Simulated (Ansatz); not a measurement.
**What NaSrH3 (model cell, started as cubic perovskite with Sr in the octahedra) distorts into**

Which phase does NaSrH3 (model cell, started as cubic perovskite with Sr in the octahedra) fall into along its unstable mode, and how much energy does it gain?

Calculated with Ansatz 0.2.0; DFT PBEsol, scalar-relativistic, plane waves, PAW; PAW set soft_1.

The structure was built from a prototype and need not be the compound's stable phase.

**1. The structure**

It takes space group Pm-3m (No. 221, cubic). Conventional cell: a = 4.642 Å, b = 4.642 Å, c = 4.642 Å, α = 90.00°, β = 90.00°, γ = 90.00°. Nearest to Na lie 12 H at 3.28 Å. Nearest to Sr lie 6 H at 2.32 Å. Nearest to H lie 2 Sr at 2.32 Å. Farther neighbours are not listed.

**2. Phonons on a q mesh**

The cell comes from relaxations at this level that are not shown. Stability and thermal properties need the whole zone. Linear response on a 4×4×4 q mesh gives force constants as far as a supercell of that size would, and the tensors from the zone-centre run are typed in so that the long-range dipole term is interpolated apart.

Input file input.yaml:

```yaml
crystal:
  lattice:
    - [4.6424375156, 0.0, 0.0]
    - [0.0, 4.6424375156, 0.0]
    - [0.0, 0.0, 4.6424375156]
  atoms:
    - { symbol: Na, position: [0.0, 0.0, 0.0] }
    - { symbol: Sr, position: [0.5, 0.5, 0.5] }
    - { symbol: H, position: [0.5, 0.5, 0.0] }
    - { symbol: H, position: [0.5, 0.0, 0.5] }
    - { symbol: H, position: [0.0, 0.5, 0.5] }
kpoints:
  mp_grid: { grid: [8, 8, 8] }
hamiltonian:
  xc: pbesol
  pseudopotentials: { kind: paw, azcp: { folder: soft_1 }, xc_functional: pbe }
scf:
  occupations: { method: fixed }
output:
  eigenvalues: true
phonons:
  method: dfpt
  qmesh: [4, 4, 4]
  temperatures: { t_max: 1000, t_step: 50 }
  qpath:
    path:
      - [[0.0, 0.0, 0.0], [0.0, 0.5, 0.0], [0.5, 0.5, 0.0], [0.0, 0.0, 0.0], [0.5, 0.5, 0.5], [0.0, 0.5, 0.0]]
      - [[0.5, 0.5, 0.5], [0.5, 0.5, 0.0]]
    npoints: 10
  non_analytic_term:
    high_frequency_dielectric_tensor: [[3.5554, 0.0, 0.0], [0.0, 3.5554, 0.0], [0.0, 0.0, 3.5554]]
    born_effective_charges:
      - { species: Na, tensor: [[1.3275, 0.0, 0.0], [0.0, 1.3275, 0.0], [0.0, 0.0, 1.3275]] }
      - { species: Sr, tensor: [[1.6354, 0.0, 0.0], [0.0, 1.6354, 0.0], [0.0, 0.0, 1.6354]] }
      - { species: H, tensor: [[-0.9645, 0.0, 0.0], [0.0, -0.9645, 0.0], [0.0, 0.0, -1.0338]] }
      - { species: H, tensor: [[-0.9645, 0.0, 0.0], [0.0, -1.0338, 0.0], [0.0, 0.0, -0.9645]] }
      - { species: H, tensor: [[-1.0338, 0.0, 0.0], [0.0, -0.9645, 0.0], [0.0, 0.0, -0.9645]] }
    source: "zone-centre run at this cell"
```

Started as:

```sh
> ansatz run input.yaml --threads 4 --pin off --max-ram 16384MiB --backend cpu --events-out ev --progress --plain --runs-dir out
```

Numbers of over 12 decimals in the logs are rounded to 6 here.

Output:

```text
Engine: ansatz 0.2.0, aarch64-unknown-linux-gnu
Pseudopotentials: kind: paw
Pseudopotential: Na, paw, valence charge 9, recommended cutoff 420 eV (normal), soft_1/Na.paw.azcp
Pseudopotential: Sr, paw, valence charge 10, recommended cutoff 420 eV (normal), soft_1/Sr.paw.azcp
Pseudopotential: H, paw, valence charge 1, recommended cutoff 420 eV (normal), soft_1/H.paw.azcp
Functional definition: PBEsol
  exchange = pbesol_x
  correlation = pbesol_c
Crystal: 5 atoms, lattice volume = 100.055 Å³
Basis set: ecut = 420 eV, 1935 PW (Γ), exchange–correlation on 64×64×64 points (8 copies of the dense FFT grid, shifted against one another)
Bands: 16, of which v1, the nominal top of the filled ones, is band 11 counted from 1 (10 counted from 0)
Symmetry: 48 space group operations
k-points: 35 of 512
Non-local potential: Na, projectors of the file, l = 0: 3, l = 1: 2, l = 2: 1
Non-local potential: Sr, projectors of the file, l = 0: 3, l = 1: 2, l = 2: 2
Non-local potential: H, projectors of the file, l = 0: 2, l = 1: 1
PAW form: soft (Blöchl's): semilocal exchange-correlation on the pseudo side does not see the compensation charge
PAW frozen core: Na, regenerated for the run's functional, and the local potential with it (the file was generated under x = pbe(κ = 0.804, μ = 0.219515), c = pbe(β = 0.066725))
PAW frozen core: Sr, regenerated for the run's functional, and the local potential with it (the file was generated under x = pbe(κ = 0.804, μ = 0.219515), c = pbe(β = 0.066725))
PAW one-centre angular grid: Na, 110 points (default); XC on 64 Gauss nodes
PAW one-centre angular grid: Sr, 110 points (default); XC on 64 Gauss nodes
PAW one-centre angular grid: H, 110 points (default); XC on 64 Gauss nodes
Initial density: superposition of atomic densities (chi_scale 0.1, normalization cell, long waves kept (reshape's long-wave potential 0.00 eV rms))
Initial wavefunctions: pseudopotential atomic-orbital guess
Functional: x = pbesol(κ = 0.804, μ = 0.123457), c = pbesol(β = 0.046)
SCF iter   1: F=—  HF=-5017.248579 eV  |F-HF|=—  |Δ(HF+E_count)|=         —  Δρ=5.20e-2  dr2=3.94e0  ethr=3.10e-3  ⟨swp⟩=5.8  Hψ=2924  notcnv=0  defer=58
preconditioner: auto → Resta (q_TF=auto, 2.120 Å⁻¹)  ε∞=2.7  [insulator: Δε(μ)=3.233 eV  Ē_g=6.949 eV  n_scr=18 (ndim 8)  ℏωp=9.1 eV  f_vac=0.000  ε∞_Penn≈2.7]
SCF iter   2: F=—  HF=-5016.095655 eV  |F-HF|=—  |Δ(HF+E_count)|=    1.15e0  Δρ=2.07e-2  dr2=9.33e-1  ethr=3.10e-3  ⟨swp⟩=2.5  Hψ=1070  notcnv=0  defer=89
SCF iter   3: F=—  HF=-5015.777426 eV  |F-HF|=—  |Δ(HF+E_count)|=   3.18e-1  Δρ=4.64e-3  dr2=3.13e-2  ethr=3.10e-3  ⟨swp⟩=2.9  Hψ=796  notcnv=0  defer=87
SCF iter   4: F=—  HF=-5015.772262 eV  |F-HF|=—  |Δ(HF+E_count)|=   5.16e-3  Δρ=1.90e-3  dr2=2.47e-3  ethr=1.42e-4  ⟨swp⟩=3.1  Hψ=1075  notcnv=0  defer=92
SCF iter   5: F=—  HF=-5015.771252 eV  |F-HF|=—  |Δ(HF+E_count)|=   1.01e-3  Δρ=3.04e-4  dr2=1.23e-4  ethr=1.12e-5  ⟨swp⟩=2.5  Hψ=1025  notcnv=0  defer=94
SCF iter   6: F=—  HF=-5015.771290 eV  |F-HF|=—  |Δ(HF+E_count)|=   3.82e-5  Δρ=7.41e-5  dr2=7.97e-6  ethr=5.61e-7  ⟨swp⟩=2.8  Hψ=898  notcnv=0  defer=91
SCF iter   7: F=—  HF=-5015.771300 eV  |F-HF|=—  |Δ(HF+E_count)|=   1.05e-5  Δρ=6.78e-6  dr2=5.64e-8  ethr=3.62e-8  ⟨swp⟩=2.0  Hψ=639  notcnv=0  defer=89
SCF iter   8: F=—  HF=-5015.771297 eV  |F-HF|=—  |Δ(HF+E_count)|=   3.26e-6  Δρ=1.95e-6  dr2=4.57e-9  ethr=2.56e-10  ⟨swp⟩=2.1  Hψ=920  notcnv=0  defer=71
SCF iter   9: F=—  HF=-5015.771297 eV  |F-HF|=—  |Δ(HF+E_count)|=   2.27e-9  Δρ=1.76e-7  dr2=4.30e-11  ethr=2.08e-11  ⟨swp⟩=2.0  Hψ=633  notcnv=0  defer=72
SCF iter  10: F=-5015.771297 eV  HF=-5015.771297 eV  |F-HF|=9.09e-13  |Δ(HF+E_count)|=  7.55e-11  Δρ=4.25e-8  dr2=1.22e-12  ethr=1.00e-12  ⟨swp⟩=15.1  Hψ=4474  notcnv=0
SCF 1 converged in 10 iterations: F = -5015.771297 eV  dr2 = 1.22e-12
  greatest PAW one-centre occupation: 0.999 electrons in one spin orbital (limit 2), on the Na atom at site 0 (counted from 0), in its partial waves of l = 0
NSCF: frozen V_eff on 35 k-points
NSCF: frozen V_eff on 125 k-points
DFPT response loops at q = (0, 0, 0) (fractional): preconditioner auto → none (the input reference at scf.mixing.eps_inf says where Resta's filter doesn't serve); β = 0.50; Broyden in place of MSR1
NSCF: frozen V_eff on 400 k-points
DFPT response loops at q = (0, 0, 0.25) (fractional): preconditioner auto → Resta (q_TF=auto, 2.120 Å⁻¹)  ε∞=5.8 (no band partly filled); β = 1.00, the filter's whole step (`scf.mixing.beta` (0.50) is not read by the response loops at its default; to damp them type it under 1.00, their step now; it binds the ground state too); Broyden in place of MSR1
NSCF: frozen V_eff on 250 k-points
DFPT response loops at q = (0, 0, -0.5) (fractional): mixed as the last ones told, above
NSCF: frozen V_eff on 640 k-points
DFPT response loops at q = (0, 0.25, 0.25) (fractional): mixed as the last ones told, above
NSCF: frozen V_eff on 400 k-points
DFPT response loops at q = (0, 0.25, -0.5) (fractional): mixed as the last ones told, above
NSCF: frozen V_eff on 250 k-points
DFPT response loops at q = (0, -0.5, -0.5) (fractional): mixed as the last ones told, above
NSCF: frozen V_eff on 1024 k-points
DFPT response loops at q = (0.25, 0.25, 0.25) (fractional): mixed as the last ones told, above
NSCF: frozen V_eff on 640 k-points
DFPT response loops at q = (0.25, 0.25, -0.5) (fractional): mixed as the last ones told, above
NSCF: frozen V_eff on 400 k-points
DFPT response loops at q = (0.25, -0.5, -0.5) (fractional): mixed as the last ones told, above
NSCF: frozen V_eff on 250 k-points
DFPT response loops at q = (-0.5, -0.5, -0.5) (fractional): mixed as the last ones told, above
SCF converged after 10 iterations
Free energy (F): -5015.771297 eV
Harris-Foulkes:  -5015.771297 eV  (|F-HF|=9.09e-13)
Internal energy: -5015.771297 eV  (E = F + TS)
E sigma→0 (E₀):  -5015.771297 eV
Fermi energy:    1.133155 eV
--- Per-component energies (eV) ---
  E_band       = -382.865973
  E_kinetic    = 384.817757
  E_local      = -2412.431779  (includes V_loc(G=0)·N_el)
  E_nonlocal   = 514.796102
  E_hartree    = 754.030520
  E_xc         = -235.424657
  E_vxc        = -235.287476  (∫ρ·V_xc dr)
  E_paw        = -2925.095867  (= ΣΔE_a)
  E_vpaw       = -142.818838  (= ΣTr[D̂ρ^β])
  E_aug_tail   = -0.002774  (compensation charges beyond the density's cutoff)
  E_ewald      = -1096.649640
  E_core_change = 0.189042  (= ΣΔE_core)
  E_smearing   = -0.000000  (= −TS)
  E_closure    = -0.000000  (closes the sum)
  Σ components = -5015.771297   (vs F -5015.771297, Δ=0.00e0)
--- Band table (eV; the first three rows and the last of 35) ---
  k-point 0: bands = [... 7 lower, -13.7605, -2.0023, 0.2216, 0.2216, 6.6682, 7.1563, 7.1563, 7.1563, ... 1 higher]
  k-point 1: bands = [... 7 lower, -13.7598, -1.8929, 0.2421, 0.2632, 5.9778, 6.8949, 6.8949, 7.7622, ... 1 higher]
  k-point 2: bands = [... 7 lower, -13.7582, -1.6033, 0.2929, 0.3325, 5.3445, 6.5038, 6.5038, 8.0250, ... 1 higher]
  k-point 34: bands = [... 7 lower, -13.8574, 1.1332, 1.1332, 1.1332, 3.8933, 3.8933, 3.8933, 5.9331, ... 1 higher]
--- Phonons (Γ-DFPT): 4 representative perturbations + reference (Σ response iterations 14) ---
  ASR residual: 9.547e-5 → 0.000e0 eV/Å²; symmetrization residual: 7.060e-7 eV/Å²
  ASR residual per site (eV/Å²): 7.95e-5 9.55e-5 6.30e-6 6.30e-6 6.30e-6
  Γ frequencies (cm⁻¹): -346.45 -346.45 -346.45 -277.51 -277.51 -277.51 0.00 0.00 0.00 187.00 187.00 187.00 1232.77 1232.77 1232.77
--- Phonons (arbitrary-q DFPT): 10 irreducible q on the 4×4×4 mesh ---
  q = [0.0000, 0.0000, 0.0000] (star 1, of the zone-centre solve; hermiticity 2.21e-7, symmetrization 8.28e-13): -346.45 -346.45 -346.45 -277.51 -277.51 -277.51 -0.00 0.00 0.00 187.00 187.00 187.00 1232.77 1232.77 1232.77
  q = [0.0000, 0.0000, 0.2500] (star 6, 9 solved perturbations in 1560 linear systems a pass and spin channel, the states on 200 of 512 k-point pairs; hermiticity 1.34e-7, symmetrization 1.20e-13): -320.91 -320.91 -276.87 -251.22 -251.22 40.95 40.95 80.44 101.59 169.83 169.83 473.25 1232.38 1232.38 1308.97
  q = [0.0000, 0.0000, -0.5000] (star 3, 9 solved perturbations in 975 linear systems a pass and spin channel, the states on 125 of 512 k-point pairs; hermiticity 5.10e-7, symmetrization 2.55e-7): -312.50 -312.50 -208.25 -208.25 -195.44 79.23 79.23 104.44 116.30 150.00 150.00 490.96 1231.97 1231.97 1322.65
  q = [0.0000, 0.2500, 0.2500] (star 12, 9 solved perturbations in 2460 linear systems a pass and spin channel, the states on 320 of 512 k-point pairs; hermiticity 2.50e-7, symmetrization 6.12e-13): -401.54 -267.29 -239.08 -234.12 -183.24 43.21 81.84 94.28 147.38 184.98 252.41 489.94 1232.00 1245.59 1316.61
  q = [0.0000, 0.2500, -0.5000] (star 12, 15 solved perturbations on 200 of 512 k-point pairs; hermiticity 2.58e-7, symmetrization 6.56e-9): -422.45 -244.18 -232.32 -191.61 -170.98 75.98 89.92 111.87 115.59 244.46 296.80 507.73 1231.62 1249.35 1328.95
  q = [0.0000, -0.5000, -0.5000] (star 3, 9 solved perturbations in 975 linear systems a pass and spin channel, the states on 125 of 512 k-point pairs; hermiticity 3.58e-7, symmetrization 2.62e-8): -487.30 -204.01 -204.01 -158.99 -158.99 -46.98 68.64 117.31 117.31 327.89 327.89 525.52 1231.25 1259.25 1339.06
  q = [0.2500, 0.2500, 0.2500] (star 8, 4 solved perturbations in 1376 linear systems a pass and spin channel, the states on 512 of 512 k-point pairs; hermiticity 1.64e-7, symmetrization 1.84e-12): -422.99 -381.66 -381.66 -134.03 -134.03 -37.65 109.01 114.67 114.67 362.35 362.35 493.70 1245.05 1245.05 1323.95
  q = [0.2500, 0.2500, -0.5000] (star 12, 9 solved perturbations in 2460 linear systems a pass and spin channel, the states on 320 of 512 k-point pairs; hermiticity 1.57e-7, symmetrization 5.13e-9): -440.37 -398.35 -398.31 -140.95 -125.73 -66.68 109.63 118.02 146.30 394.36 424.06 508.20 1244.52 1251.23 1335.28
  q = [0.2500, -0.5000, -0.5000] (star 6, 9 solved perturbations in 1560 linear systems a pass and spin channel, the states on 200 of 512 k-point pairs; hermiticity 3.35e-7, symmetrization 9.99e-8): -490.43 -422.97 -422.97 -132.62 -132.62 -96.51 115.33 144.98 144.98 459.44 459.44 520.19 1246.59 1258.74 1344.92
  q = [-0.5000, -0.5000, -0.5000] (star 1, 4 solved perturbations in 350 linear systems a pass and spin channel, the states on 125 of 512 k-point pairs; hermiticity 5.29e-8, symmetrization 1.34e-9): -493.55 -493.55 -493.55 -129.44 -129.44 -129.44 145.79 145.79 145.79 515.21 515.21 515.21 1258.22 1258.22 1353.56
  sum rule: each row above includes the acoustic sum rule's correction from the zone centre's row sums; it moved no ω² by more than (1.30 cm⁻¹)²
  mesh force constants: q→R imaginary residual 8.99e-19; ASR residual 9.547e-5 → 0.000e0 eV/Å²; symmetrization residual 4.441e-15 eV/Å²
  interpolated dispersion: 63 rows × 15 modes
  density of states and harmonic sums: on the 16×16×16 q-mesh, interpolated from the force constants of a 4×4×4 supercell (with the dipole–dipole term of supplied tensors)
  largest difference from the sums on the solved wave vectors: F 4.04e-2 eV, S 5.40e-5 and C_V 1.36e-5 eV/K
  zero-point energy: 0.327968 eV/cell   skipped modes (ω ≤ 0): 892, of them read as no rigid motion or as one in doubt: 889 (5.374e0 modes/cell left out, lowest -493.55 cm⁻¹)   left out of the sums: 3.58e-1 of the cell's modes: C_V's classical limit lies that fraction below 3 k_B per atom; for a crystal, a wire or a layer, F and S can be off by more, and a phonons.interpolated_qmesh denser along its periods is the remedy for the sampling
```

The job ended after 5.3 min (4 threads of Arm Neoverse V2, shared host; peak memory 1.7 GiB).

In the SCF lines HF is the Harris–Foulkes energy and dr2 the Hartree energy of the density residual, in eV; the loop may stop once dr2 is under the threshold and the program's other checks hold. Hψ counts applications of the Hamiltonian.

This step gave:

```yaml
gap_on_the_k_mesh: 1.810 eV
volume_per_atom: 20.01 Å³
sum_rule_residual_before_enforcement: 9.55e-5 eV/Å²
lowest_frequency_on_the_path: -493.5 cm⁻¹
point_group: m-3m
highest_frequency_on_the_path_or_at_a_solved_wavevector: 1354 cm⁻¹
highest_optical_mode_at_the_zone_centre_no_lo_to_term: 1233 cm⁻¹
lowest_optical_zone_centre_mode: -346.4 cm⁻¹
lowest_mode_on_the_q_mesh_acoustic_modes_at_gamma_apart: -493.6 cm⁻¹
```

Frequencies (cm⁻¹) solved at each irreducible wavevector; negative means imaginary. Frequencies by wavevector, by row:

```csv
q in reciprocal lattice units,star,mode 1,mode 2,mode 3,mode 4,mode 13,mode 14,mode 15
0 0 0,1,-346.4,-346.4,-346.4,-277.5,1233,1233,1233
0 0 0.25,6,-320.9,-320.9,-276.9,-251.2,1232,1232,1309
0 0 -0.5,3,-312.5,-312.5,-208.2,-208.2,1232,1232,1323
0 0.25 0.25,12,-401.5,-267.3,-239.1,-234.1,1232,1246,1317
0 0.25 -0.5,12,-422.4,-244.2,-232.3,-191.6,1232,1249,1329
0 -0.5 -0.5,3,-487.3,-204,-204,-159,1231,1259,1339
0.25 0.25 0.25,8,-423,-381.7,-381.7,-134,1245,1245,1324
0.25 0.25 -0.5,12,-440.4,-398.4,-398.3,-140.9,1244,1251,1335
0.25 -0.5 -0.5,6,-490.4,-423,-423,-132.6,1247,1259,1345
-0.5 -0.5 -0.5,1,-493.6,-493.6,-493.6,-129.4,1258,1258,1354
```

Interpolated from a 4×4×4 q mesh, with the LO-TO term (at Γ the limit along the path; where Γ stands inside the path, tables give the limit on arrival). Phonon branches along the path, in cm⁻¹:

```csv
point,branch 1,branch 2,branch 3,branch 4,branch 12,branch 13,branch 14,branch 15
Γ,-346,-346,-346,-278,455,1233,1233,1296
halfway,-321,-321,-277,-251,473,1232,1232,1309
X,-312,-312,-208,-208,491,1232,1232,1323
halfway,-422,-244,-232,-192,508,1232,1249,1329
M,-487,-204,-204,-159,526,1231,1259,1339
halfway,-402,-267,-239,-234,490,1232,1246,1317
Γ,-346,-346,-346,-278,455,1233,1233,1296
halfway,-423,-382,-382,-134,494,1245,1245,1324
R,-494,-494,-494,-129,515,1258,1258,1354
halfway,-440,-398,-398,-141,508,1244,1251,1335
X,-312,-312,-208,-208,491,1232,1232,1323
jump to R,-494,-494,-494,-129,515,1258,1258,1354
halfway,-490,-423,-423,-133,520,1247,1259,1345
M,-487,-204,-204,-159,526,1231,1259,1339
```

Symmetry leaves 10 wavevectors to solve. The lowest mode among them, the acoustic zeros apart, lies at q = (-0.5, -0.5, -0.5) and is imaginary, 493.6i cm⁻¹, so the energy falls along it.

**3. The mode frozen in, largest atomic shift 0 Å**

The mode followed lies at q = (-0.5, -0.5, -0.5) with frequency 493.5i cm⁻¹ and is 3-fold degenerate, the softest among the wavevectors solved. At small amplitude the distorted cell has space group no. 167 by a symmetry search on the positions. The undistorted cell that holds it gives the zero of energy on the same k mesh.

System of this step: NaSrH3 (model cell, started as cubic perovskite with Sr in the octahedra). The structure is cubic, space group Pm-3m (No. 221). The conventional cell has a = 4.642 Å, b = 4.642 Å, c = 4.642 Å, α = 90.00°, β = 90.00°, γ = 90.00°. Na has 12 H at 3.28 Å nearest. Nearest to Sr lie 6 H at 2.32 Å. Nearest to H lie 2 Sr at 2.32 Å. Farther neighbours are not listed.

Input file input.yaml:

```yaml
crystal:
  lattice:
    - [4.6424375156, 4.6424375156, 0.0]
    - [4.6424375156, 0.0, 4.6424375156]
    - [4.6424375156, 0.0, -4.6424375156]
  atoms:
    - { symbol: Na, position: [0.0, 0.5, 0.5] }
    - { symbol: Na, position: [0.0, 0.0, 0.0] }
    - { symbol: Sr, position: [0.5, 0.25, 0.75] }
    - { symbol: Sr, position: [0.5, 0.75, 0.25] }
    - { symbol: H, position: [0.5, 0.5, 0.5] }
    - { symbol: H, position: [0.5, 0.0, 0.0] }
    - { symbol: H, position: [0.0, 1.0, 0.5] }
    - { symbol: H, position: [0.0, 0.5, 0.0] }
    - { symbol: H, position: [0.5, 0.0, 0.5] }
    - { symbol: H, position: [0.5, 0.5, 0.0] }
kpoints:
  mp_grid: { grid: [6, 6, 6] }
hamiltonian:
  xc: pbesol
  pseudopotentials: { kind: paw, azcp: { folder: soft_1 }, xc_functional: pbe }
scf:
  occupations: { method: gaussian, width: 0.02 }
output:
  forces: true
  stress: true
  eigenvalues: true
```

Output:

```text
[...]
Crystal: 10 atoms, lattice volume = 200.110 Å³
Basis set: ecut = 420 eV, 3839 PW (Γ), exchange–correlation on 90×90×90 points (8 copies of the dense FFT grid, shifted against one another)
Bands: 32, of which v1, the nominal top of the filled ones, is band 22 counted from 1 (21 counted from 0)
Symmetry: 96 space group operations
[...]
k-points: 16 of 216
[...]
k-point 0: bands = [... 18 lower, 0.2217, 1.1332, 1.1332, 1.1332, 3.8933, 3.8933, 3.8933, 5.9332, ... 4 higher]
  k-point 1: bands = [... 18 lower, 0.2666, 0.7956, 1.0457, 1.0457, 3.8224, 4.0760, 4.0760, 5.7688, ... 4 higher]
  k-point 2: bands = [... 18 lower, 0.3975, 0.3975, 0.8367, 0.8367, 3.8513, 4.5818, 4.5818, 4.8213, ... 4 higher]
  k-point 15: bands = [... 18 lower, 0.3664, 0.4541, 0.6211, 0.6626, 3.3914, 4.4072, 6.2193, 6.4318, ... 4 higher]
[key lines of the parts left out:]
SCF converged after 8 iterations
Free energy (F): -10031.542550 eV
Fermi energy:    2.038094 eV
P = ⅓ Tr σ = -0.0062 GPa (-0.062 kbar)
```

Elapsed: 1.2 s, on 4 threads; peak memory 0.5 GiB; 4.4 s of CPU time.

This step gave:

| Item | Value |
| --- | --- |
| pressure | -0.006213 GPa |
| energy from the undistorted cell | 0 meV/atom |

At this level the gap is 1.81 eV on the k-mesh of the self-consistent run, which can miss the band edges.

(Part 1 of 3 ends here.)

[Logs are printed without paths, hosts, clocks, repeated set-up lines and the standing remarks that a program may print on its own settings, such as how far it seeks lower states.]

[Hosts, paths, dates, database ids (printed as entryN), source tags and the programs' standing remarks are cut or masked in the printed files.]
